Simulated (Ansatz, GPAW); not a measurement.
# Work function of a 11-layer slab of Sr(110) at several levels, part 2 of 2

Aim: the work function of both faces of a 11-layer slab of Sr(110), and its spread over functionals and bases.

GPAW 26.7.0 and Ansatz 0.2.0; Ansatz plane waves; slab in vacuum with a dipole correction, relaxation; PAW set soft_1 (the session's first sound run).

So far, upper work function (eV): step 2 (relaxing the atoms, PBE) 2.59; step 3 (the slab's potential, PBE, GPAW) 2.60; step 4 (OptPBE vdW: xc = "optPBE-vdW", GPAW, PAW setups, GPAW) 2.75; step 5 (self-consistent run: xc = "RPBE") 2.52; step 6 (self-consistent run: xc = "revPBE") 2.52.

**7. Self-consistent run: xc = "vdW-DF2"**

The same geometry under vdW-DF2, to see how far the functional moves the levels against the vacuum (the van der Waals functionals take revPBE setups).

Input file run.py:

```python
import json
import numpy as np
from ase import Atoms
from gpaw import GPAW, PW

slab = Atoms(
    ['Sr', 'Sr', 'Sr', 'Sr', 'Sr', 'Sr', 'Sr', 'Sr', 'Sr', 'Sr', 'Sr'],
    positions=[
        [0.00000, 0.00000, 8.00000],
        [3.04000, 2.14960, 10.14960],
        [0.00000, 0.00000, 12.29921],
        [3.04000, 2.14960, 14.44881],
        [0.00000, 0.00000, 16.59842],
        [3.04000, 2.14960, 18.72066],
        [0.00000, 0.00000, 20.85084],
        [3.04000, 2.14960, 22.97521],
        [0.00000, 0.00000, 25.13010],
        [3.04000, 2.14960, 27.21501],
        [0.00000, 0.00000, 29.30351]],
    cell=[[6.08, 0.0, 0.0], [0.0, 4.29921, 0.0], [0.0, 0.0, 37.49605]],
    pbc=[True, True, False])

slab.calc = GPAW(mode=PW(400), xc='vdW-DF2', kpts={'size': (5, 7, 1), 'gamma': True},
                 occupations={'name': 'fermi-dirac', 'width': 0.1}, nbands='160%',
                 convergence={'density': 1e-05}, maxiter=200,
                 poissonsolver={'dipolelayer': 'xy'},
                 symmetry={'tolerance': 1e-3}, txt='slab.txt')
result = {}
energy = slab.get_potential_energy()
fermi = slab.calc.get_fermi_level()
v = slab.calc.get_electrostatic_potential().mean((0, 1)) - fermi
n = slab.calc.get_pseudo_density().mean((0, 1))
L = slab.cell[2, 2]
z = np.arange(len(v)) * L / len(v)
low, high = slab.positions[:, 2].min(), slab.positions[:, 2].max()
below, above = np.interp([low - 5.8, high + 5.8], z, v)
slopes = [np.interp(x, z, np.gradient(v, z)) for x in (low - 5.8, high + 5.8)]
eps = np.array([[slab.calc.get_eigenvalues(k, s) for k in range(len(slab.calc.get_ibz_k_points()))]
                for s in range(slab.calc.get_number_of_spins())]) - fermi
top, bottom = eps[eps < 0].max(), eps[eps > 0].min()
dipole = slab.get_dipole_moment()[2]
print(f'energy {energy:.4f} eV, Fermi level {fermi:.4f} eV, dipole {dipole:.5f} e A')
print(f'potential 5.8 A off the faces, from the Fermi level: lower {below:.4f} eV, upper {above:.4f} eV')
print(f'slope of the potential there: lower {slopes[0]:.5f}, upper {slopes[1]:.5f} eV/A')
print(f'nearest levels on the mesh: {top:.4f} and {bottom:.4f} eV')
print('magnetic moment', round(slab.get_magnetic_moment(), 3))
result.update(energy=energy, fermi=fermi, dipole=dipole, below=below, above=above, slopes=slopes, edges=[top, bottom],
              z=z.tolist(), v=v.tolist(), n=n.tolist(), positions=slab.positions.tolist(),
              forces=slab.get_forces(apply_constraint=False).tolist(), moments=slab.get_magnetic_moments().tolist())
json.dump(result, open('result.json', 'w'))
```

The run is started by

```
OMP_NUM_THREADS=1 OPENBLAS_NUM_THREADS=1 python run.py
```

It took 76 min on 1 thread of Arm Neoverse N1, shared host; peak memory 1.2 GiB.

This step gave:

| Property | Result |
| --- | --- |
| dipole along the normal | -3.63e-4 e·Å |
| levels nearest the Fermi level on the mesh | -0.002807, 0.01032 eV from the Fermi level |
| upper work function | 2.858 eV |
| lower work function | 2.856 eV |

The electrostatic potential energy of an electron (without an applied field's), less the Fermi level, planar mean oscillates, so the rows of the table below give means over windows of 2.14 Å about each position, cut where the curve ends. Its maxima inside the range that stand out by 2 % of the span (Å: eV): 9.1: -0.948, 11.2: -0.816, 13.4: -0.828, 15.5: -0.823, 17.7: -0.918, 19.7: -0.918, 22.0: -0.932, 24.1: -0.809, 26.1: -1.04, 28.3: -1.17. Its minima: 8.0: -7.09, 10.2: -6.80, 12.2: -6.71, 14.5: -6.85, 16.6: -6.86, 18.7: -6.86, 20.9: -6.84, 22.9: -6.81, 25.2: -6.84, 27.2: -6.85, 29.2: -7.08.

The electrostatic potential energy of an electron (without an applied field's), less the Fermi level, planar mean by z; means over each step:

| z (Å) | electrostatic potential energy of an electron (without an applied field's), less the Fermi level, planar mean (eV) |
| --- | --- |
| 1.07 | 2.86 |
| 3.21 | 2.85 |
| 5.35 | 2.53 |
| 7.49 | -2.69 |
| 9.63 | -3.48 |
| 11.77 | -3.42 |
| 13.91 | -3.42 |
| 16.05 | -3.43 |
| 18.19 | -3.49 |
| 20.33 | -3.46 |
| 22.47 | -3.47 |
| 24.61 | -3.43 |
| 26.75 | -3.55 |
| 28.89 | -3.68 |
| 31.03 | 1.53 |
| 33.17 | 2.81 |
| 35.31 | 2.86 |

The upper face's work function is 2.858 eV, against 2.597 eV in the first plane-wave PBE run at this geometry.

**8. Self-consistent run: xc = "LDA"**

The same geometry under LDA, to see how far the functional moves the levels against the vacuum.

Changes to run.py since step 7:

```diff
@@ -22,3 +22,3 @@
 
-slab.calc = GPAW(mode=PW(400), xc='vdW-DF2', kpts={'size': (5, 7, 1), 'gamma': True},
+slab.calc = GPAW(mode=PW(400), xc='LDA', kpts={'size': (5, 7, 1), 'gamma': True},
                  occupations={'name': 'fermi-dirac', 'width': 0.1}, nbands='160%',
```

Elapsed: 49 min, on 1 thread; peak memory 0.72 GiB.

This step gave:

- dipole along the normal: -3.57e-4 e·Å
- levels nearest the Fermi level on the mesh: -0.07523, 0.01311 eV from the Fermi level
- upper work function: 2.722 eV
- lower work function: 2.719 eV

The electrostatic potential energy of an electron (without an applied field's), less the Fermi level, planar mean oscillates, so the rows of the table below give means over windows of 2.14 Å about each position, cut where the curve ends. Its maxima inside the range that stand out by 2 % of the span (Å: eV): 9.1: -0.745, 11.2: -0.611, 13.4: -0.633, 15.5: -0.627, 17.7: -0.721, 19.7: -0.721, 22.0: -0.735, 24.1: -0.614, 26.1: -0.827, 28.3: -0.965. Its minima: 8.0: -6.90, 10.2: -6.57, 12.2: -6.51, 14.5: -6.65, 16.6: -6.66, 18.7: -6.66, 20.9: -6.64, 22.9: -6.61, 25.2: -6.64, 27.2: -6.62, 29.2: -6.89.

The electrostatic potential energy of an electron (without an applied field's), less the Fermi level, planar mean by z; means over each step:

| z (Å) | electrostatic potential energy of an electron (without an applied field's), less the Fermi level, planar mean (eV) |
| --- | --- |
| 1.07 | 2.72 |
| 3.21 | 2.71 |
| 5.35 | 2.46 |
| 7.49 | -2.56 |
| 9.63 | -3.27 |
| 11.77 | -3.22 |
| 13.91 | -3.23 |
| 16.05 | -3.23 |
| 18.19 | -3.30 |
| 20.33 | -3.27 |
| 22.47 | -3.27 |
| 24.61 | -3.23 |
| 26.75 | -3.33 |
| 28.89 | -3.49 |
| 31.03 | 1.54 |
| 33.17 | 2.69 |
| 35.31 | 2.72 |

The upper face's work function is 2.722 eV, against 2.597 eV in the first plane-wave PBE run at this geometry.

**9. Real-space grid: mode = "fd"**

A real-space grid is a second complete basis, so it checks the plane-wave result.

Changes to run.py since step 8:

```diff
@@ -3,3 +3,3 @@
 from ase import Atoms
-from gpaw import GPAW, PW
+from gpaw import GPAW
 
@@ -22,3 +22,3 @@
 
-slab.calc = GPAW(mode=PW(400), xc='LDA', kpts={'size': (5, 7, 1), 'gamma': True},
+slab.calc = GPAW(mode='fd', h=0.18, xc='PBE', kpts={'size': (5, 7, 1), 'gamma': True},
                  occupations={'name': 'fermi-dirac', 'width': 0.1}, nbands='160%',
```

Wall time 2.4 h (1 thread); peak memory 4.1 GiB.

Numbers from this step:

```
dipole along the normal                    : -2.90e-4 e·Å
levels nearest the Fermi level on the mesh : -0.008097, 0.01000 eV from the Fermi level
upper work function                        : 2.596 eV
lower work function                        : 2.594 eV
```

The upper face's work function is 2.596 eV, against 2.597 eV in the first plane-wave PBE run at this geometry.

**10. All levels side by side**

Times are for 1 thread of Arm Neoverse N1, shared host. The series side by side:

| no. | run | upper work function (eV) | lower work function (eV) | time | memory (GiB) |
| --- | --- | --- | --- | --- | --- |
| 1 | pw | 2.597 | 2.595 | 49 min | 0.72 |
| 2 | optPBE vdW | 2.749 | 2.746 | 47 min | 1.2 |
| 3 | RPBE | 2.519 | 2.518 | 52 min | 0.72 |
| 4 | revPBE | 2.522 | 2.519 | 62 min | 0.73 |
| 5 | vdW DF2 | 2.858 | 2.856 | 76 min | 1.2 |
| 6 | LDA | 2.722 | 2.719 | 49 min | 0.72 |
| 7 | fd | 2.596 | 2.594 | 2.4 h | 4.1 |

**11. A second plane-wave code**

A second program with its own datasets checks the number independently.

This step: Ansatz plane waves; slab in vacuum with a dipole correction; PAW set soft_1 (Ansatz 0.2.0).

Input file input.yaml:

```yaml
crystal:
  lattice:
    - [6.08, 0.0, 0.0]
    - [0.0, 4.2992092296, 0.0]
    - [0.0, 0.0, 37.4960461481]
  atoms:
    - { symbol: Sr, position: [0.0, 0.0, 0.2133558287] }
    - { symbol: Sr, position: [0.5, 0.5, 0.270684663] }
    - { symbol: Sr, position: [0.0, 0.0, 0.3280134972] }
    - { symbol: Sr, position: [0.5, 0.5, 0.3853423315] }
    - { symbol: Sr, position: [0.0, 0.0, 0.4426711657] }
    - { symbol: Sr, position: [0.5, 0.5, 0.499270281] }
    - { symbol: Sr, position: [0.0, 0.0, 0.5560810406] }
    - { symbol: Sr, position: [0.5, 0.5, 0.6127369045] }
    - { symbol: Sr, position: [0.0, 0.0, 0.6702065989] }
    - { symbol: Sr, position: [0.5, 0.5, 0.7258102395] }
    - { symbol: Sr, position: [0.0, 0.0, 0.7815093869] }
kpoints:
  mp_grid: { grid: [5, 7, 1] }
hamiltonian:
  xc: pbe
  pseudopotentials: { kind: paw, azcp: { folder: soft_1 } }
scf:
  occupations: { method: fermi_dirac, width: 0.1 }
efield:
  axis: 3
  dipole_correction: true
  ramp_width: 0.05
output:
  forces: true
  write_potential: true
  write_density: true
  volumetric_format: npy
  elf: true
```

The run is started by

```
ansatz run input.yaml --threads 4 --pin off --max-ram 8192MiB --backend cpu --events-out ev --progress --plain --runs-dir out
```

The job ended after 91 s (4 threads; peak memory 2 GiB).

This step gave:

```
upper work function     : 2.595 eV
lower work function     : 2.593 eV
dipole along the normal : -2.63e-4 e·Å
dipole field            : -4.86e-5 V/Å
vacuum level above      : 4.805 eV
vacuum level below      : 4.804 eV
```

The electrostatic potential energy of an electron (with the applied field's), less the Fermi level, planar mean oscillates, so the rows of the table below give means over windows of 2.2 Å about each position, cut where the curve ends. Its maxima inside the range that stand out by 2 % of the span (Å: eV): 9.1: -0.990, 11.3: -0.862, 13.3: -0.883, 15.5: -0.871, 17.7: -0.976, 19.8: -0.927, 22.0: -0.974, 24.0: -0.843, 26.2: -1.06, 28.3: -1.20. Its minima: 8.1: -8.74, 10.1: -8.44, 12.3: -8.57, 14.5: -8.49, 16.6: -8.51, 18.7: -8.56, 20.8: -8.51, 23.0: -8.56, 25.2: -8.49, 27.2: -8.51, 29.3: -8.83.

Electrostatic potential energy of an electron (with the applied field's), less the Fermi level, planar mean against z; means over each step:

z (Å), electrostatic potential energy of an electron (with the applied field's), less the Fermi level, planar mean (eV) and a bar from the least value:
```
     1.10       2.59 ##############################
     3.30       2.58 ##############################
     5.50       2.24 ############################
     7.70      -3.69 ##
     9.90      -4.03 #
    12.10      -4.03 #
    14.30      -4.03 #
    16.50      -4.04 #
    18.70      -4.06 
    20.90      -4.06 
    23.10      -4.03 #
    25.30      -4.09 
    27.50      -4.16 
    29.70      -3.56 ###
    31.90       2.30 #############################
    34.10       2.59 ##############################
    36.30       2.59 ##############################
```

The valence density, planar mean oscillates, so the rows of the table below give means over windows of 2.12 Å about each position, cut where the curve ends. Its maxima inside the range that stand out by 2 % of the span (Å: e/Å³): 8.1: 0.258, 10.1: 0.266, 12.3: 0.265, 14.5: 0.265, 16.6: 0.265, 18.7: 0.266, 20.8: 0.265, 23.0: 0.265, 25.2: 0.265, 27.2: 0.268, 29.3: 0.259. Its minima: 9.1: 0.0767, 11.3: 0.0771, 13.3: 0.0770, 15.5: 0.0762, 17.7: 0.0810, 19.8: 0.0785, 22.0: 0.0803, 24.0: 0.0763, 26.2: 0.0844, 28.3: 0.0836.

Table of valence density, planar mean by z; means over each step:

| z (Å) | valence density, planar mean (e/Å³) |
| --- | --- |
| 1.06 | 2.3e-6 |
| 3.18 | 1.1e-4 |
| 5.30 | 0.00350 |
| 7.42 | 0.142 |
| 9.54 | 0.178 |
| 11.66 | 0.177 |
| 13.78 | 0.177 |
| 15.90 | 0.178 |
| 18.02 | 0.180 |
| 20.14 | 0.179 |
| 22.26 | 0.180 |
| 24.38 | 0.177 |
| 26.50 | 0.185 |
| 28.62 | 0.181 |
| 30.74 | 0.0469 |
| 32.86 | 9.3e-4 |
| 34.98 | 2.3e-5 |

Force by atom:

| atom | x (eV/Å) | y (eV/Å) | z (eV/Å) | size |
| --- | --- | --- | --- | --- |
| Sr1 | 0.0000 | 0.0000 | 0.0704 | 0.0704 |
| Sr2 | 0.0000 | 0.0000 | 0.0203 | 0.0203 |
| Sr3 | 0.0000 | 0.0000 | -0.0620 | 0.0620 |
| Sr4 | 0.0000 | 0.0000 | -0.0043 | 0.0043 |
| Sr5 | 0.0000 | 0.0000 | -0.0259 | 0.0259 |
| Sr6 | 0.0000 | 0.0000 | -0.0010 | 0.0010 |
| Sr7 | 0.0000 | 0.0000 | 0.0027 | 0.0027 |
| Sr8 | 0.0000 | 0.0000 | 0.0004 | 0.0004 |
| Sr9 | 0.0000 | 0.0000 | -0.0054 | 0.0054 |
| Sr10 | 0.0000 | 0.0000 | -0.0012 | 0.0012 |
| Sr11 | 0.0000 | 0.0000 | 0.0061 | 0.0061 |

ELF in the ca plane at fractional y = 0.000, with atoms of Sr within 0.2 Å of it. It is the smooth field of the valence electrons, not physical close to the nuclei.

Ten even steps from '0' (0.00) to '9' (0.84), each cell a mean:
```
12203984697113105974795123118955993002321000
13311799983024202899982124215999961012321000
24420257631135410257620145411467520012211000
45542111111355531111111356631111101122210000
55554322234555554322234566665322122322100000
55556665566555556655566555667665444321100000
44456677766544456677766544567776544321000000
43346677776543456777766544466776543211000000
43446677776543456777766544567776543211000000
54456666666554456666666555567766544321000000
55555544445555555444445556666543333322100000
55553211112455543111113466653111111222110000
35531123310245421123211256521133210122210000
24311489962024311589851135312799841012221000
13212898996113204998994123117988982012321000
02214971497112116961596113128922894002321000
```
Columns run along c (16.0 Å, from fractional 0.49 to 0.91 of the cell), rows up along a (6.1 Å). Atoms in or near the plane, at fractional coordinates: Sr at (0.56, 0.00), Sr at (0.67, 0.00), Sr at (0.78, 0.00).

Valence density in the ca plane at fractional y = 0.000, with atoms of Sr within 0.2 Å of it. It is the smooth field of the valence electrons, not physical close to the nuclei.

Ten steps, logarithmic in the rise over the least value, from '0' (0.0 e/Å³) to '9' (2.5 e/Å³), each cell a mean:
```
22225899996322235899985322247999974100000000
22223689975222224789874222235899853100000000
22222456643222222456642222223566531100000000
22222233322222222233322222222233211000000000
22222222222222222222222222222221110000000000
22222222222222222222222222222211110000000000
22222222222222222222222222222111100000000000
22222221222222222221222222222111100000000000
22222222222222222222222222222111100000000000
22222222222222222222222222222111100000000000
22222222222222222222222222222211110000000000
22222222222222222222222222222222211000000000
22222344432222222344432222222344321000000000
22223578764222223578753222224688742100000000
22224799985322225899985222236999963100000000
22225899996322236999996322247999974100000000
```
Columns run along c (16.0 Å, from fractional 0.49 to 0.91 of the cell), rows up along a (6.1 Å). Atoms in or near the plane, at fractional coordinates: Sr at (0.56, 0.00), Sr at (0.67, 0.00), Sr at (0.78, 0.00).

Electrostatic potential energy in the ca plane at fractional y = 0.000, with atoms of Sr within 0.2 Å of it. With pseudopotentials it is smooth inside the atoms' cores, unlike the true potential.

Ten even steps from '0' (-88 eV) to '9' (5 eV), each cell a mean:
```
99998600048999998500058999997200178999999999
99999853478999999753579999998633689999999999
99999988889999999988899999999888899999999999
99999999999999999999999999999999999999999999
99999999999999999999999999999999999999999999
99999999999999999999999999999999999999999999
99999999999999999999999999999999999999999999
99999999999999999999999999999999999999999999
99999999999999999999999999999999999999999999
99999999999999999999999999999999999999999999
99999999999999999999999999999999999999999999
99999999999999999999999999999999999999999999
99999998899999999998999999999988999999999999
99999876789999999876789999998866789999999999
99998730158999998620168999998400489999999999
99998600038999998400048999997100178999999999
```
Columns run along c (16.0 Å, from fractional 0.49 to 0.91 of the cell; values clipped at the 3rd and 97th percentile), rows up along a (6.1 Å). Atoms in or near the plane, at fractional coordinates: Sr at (0.56, 0.00), Sr at (0.67, 0.00), Sr at (0.78, 0.00).

The upper face's work function is 2.595 eV, against 2.597 eV in the first plane-wave PBE run at this geometry.

**12. Side by side**

Results and costs are gathered.

This step: comparison of work functions, dipole and cost; PAW set soft_1 (GPAW 26.7.0).

Ladder, by row:

| step | code | work function, upper (eV) | work function, lower (eV) | dipole (e Å) | wall time (s) | peak memory (GiB) | threads |
| --- | --- | --- | --- | --- | --- | --- | --- |
| pw | GPAW | 2.597 | 2.595 | -2.66e-4 | 2945 | 0.72 | 1 |
| optPBE-vdW | GPAW | 2.749 | 2.746 | -4.65e-4 | 2798 | 1.23 | 1 |
| RPBE | GPAW | 2.519 | 2.518 | -2.64e-4 | 3097 | 0.72 | 1 |
| revPBE | GPAW | 2.522 | 2.519 | -3.14e-4 | 3725 | 0.73 | 1 |
| vdW-DF2 | GPAW | 2.858 | 2.856 | -3.63e-4 | 4530 | 1.23 | 1 |
| LDA | GPAW | 2.722 | 2.719 | -3.57e-4 | 2950 | 0.72 | 1 |
| fd | GPAW | 2.596 | 2.594 | -2.90e-4 | 8584 | 4.11 | 1 |
| ansatz | Ansatz | 2.595 | 2.593 | -2.63e-4 | 91.24 | 1.995 | 4 |

**13. A changed run**

One more run, with changed settings.

This step: GPAW, PAW setups; slab in vacuum (GPAW 26.7.0).

Changes to run.py since step 9:

```diff
@@ -3,3 +3,4 @@
 from ase import Atoms
-from gpaw import GPAW
+from gpaw import GPAW, PW
+from gpaw.external import ConstantElectricField
 
@@ -22,6 +23,7 @@
 
-slab.calc = GPAW(mode='fd', h=0.18, xc='PBE', kpts={'size': (5, 7, 1), 'gamma': True},
+slab.calc = GPAW(mode=PW(400), xc='PBE', kpts={'size': (5, 7, 1), 'gamma': True},
                  occupations={'name': 'fermi-dirac', 'width': 0.1}, nbands='160%',
-                 convergence={'density': 1e-05}, maxiter=200,
+                 convergence={'density': 1e-05}, maxiter=75,
                  poissonsolver={'dipolelayer': 'xy'},
+                 external=ConstantElectricField(1.5, [0, 0, 1]),
                  symmetry={'tolerance': 1e-3}, txt='slab.txt')
```

The run is started by

```
OMP_NUM_THREADS=1 OPENBLAS_NUM_THREADS=1 python run.py
```

Run time: 55 min. Hardware: 1 thread; peak memory 0.92 GiB.

The run finished. A setting was moved off its sound value on purpose, so it serves as a test and not as the result.

The fault put into the input: a field far too strong (field = 1.5).

Side by side:

| quantity | this run | sound run | difference |
| --- | --- | --- | --- |
| dipole along the normal (e·Å) | 6.2614 | -2.655e-4 | 6.26 |

The two runs differ clearly in the dipole along the normal: 6.26 e·Å against -2.7e-4 e·Å.

**14. What came out**

| Property | Result |
| --- | --- |
| work function, both faces | 2.60 eV |
| dipole along the normal | -2.7e-4 e Å, near the numerical noise |

What this shows: With plane waves and PBE the work function is 2.60 eV on the upper face and 2.60 eV on the lower. The measured value for polycrystalline Sr, which weights the faces of low work function, is 2.59 eV (as compiled in "Anisotropic work function of elemental crystals", 2019, arxiv:1902.07811); the relaxed upper face lies 0.0070 eV over it with PBE, and PBE comes nearest (2.60 eV). Measured work functions scatter by a tenth of an eV or more between methods. Over the sound runs of the table the upper face's work function spans 2.519 (RPBE) to 2.858 eV (vdW-DF2). The two plane-wave codes differ by 0.0023 eV on the upper face. The small printed dipole stands for a step of 1.8 meV from the lower to the upper face, and the probes find 1.9 meV; values this small are near the numerical noise of both. The in-plane lattice was kept as typed, which isn't the functional's own and leaves some strain; spin-orbit coupling and temperature are left out.

[Logs are printed without paths, hosts, clocks, repeated set-up lines and the standing remarks that a program may print on its own settings, such as how far it seeks lower states.]

[Hosts, paths, dates, database ids (printed as entryN), source tags and the programs' standing remarks are cut or masked in the printed files.]
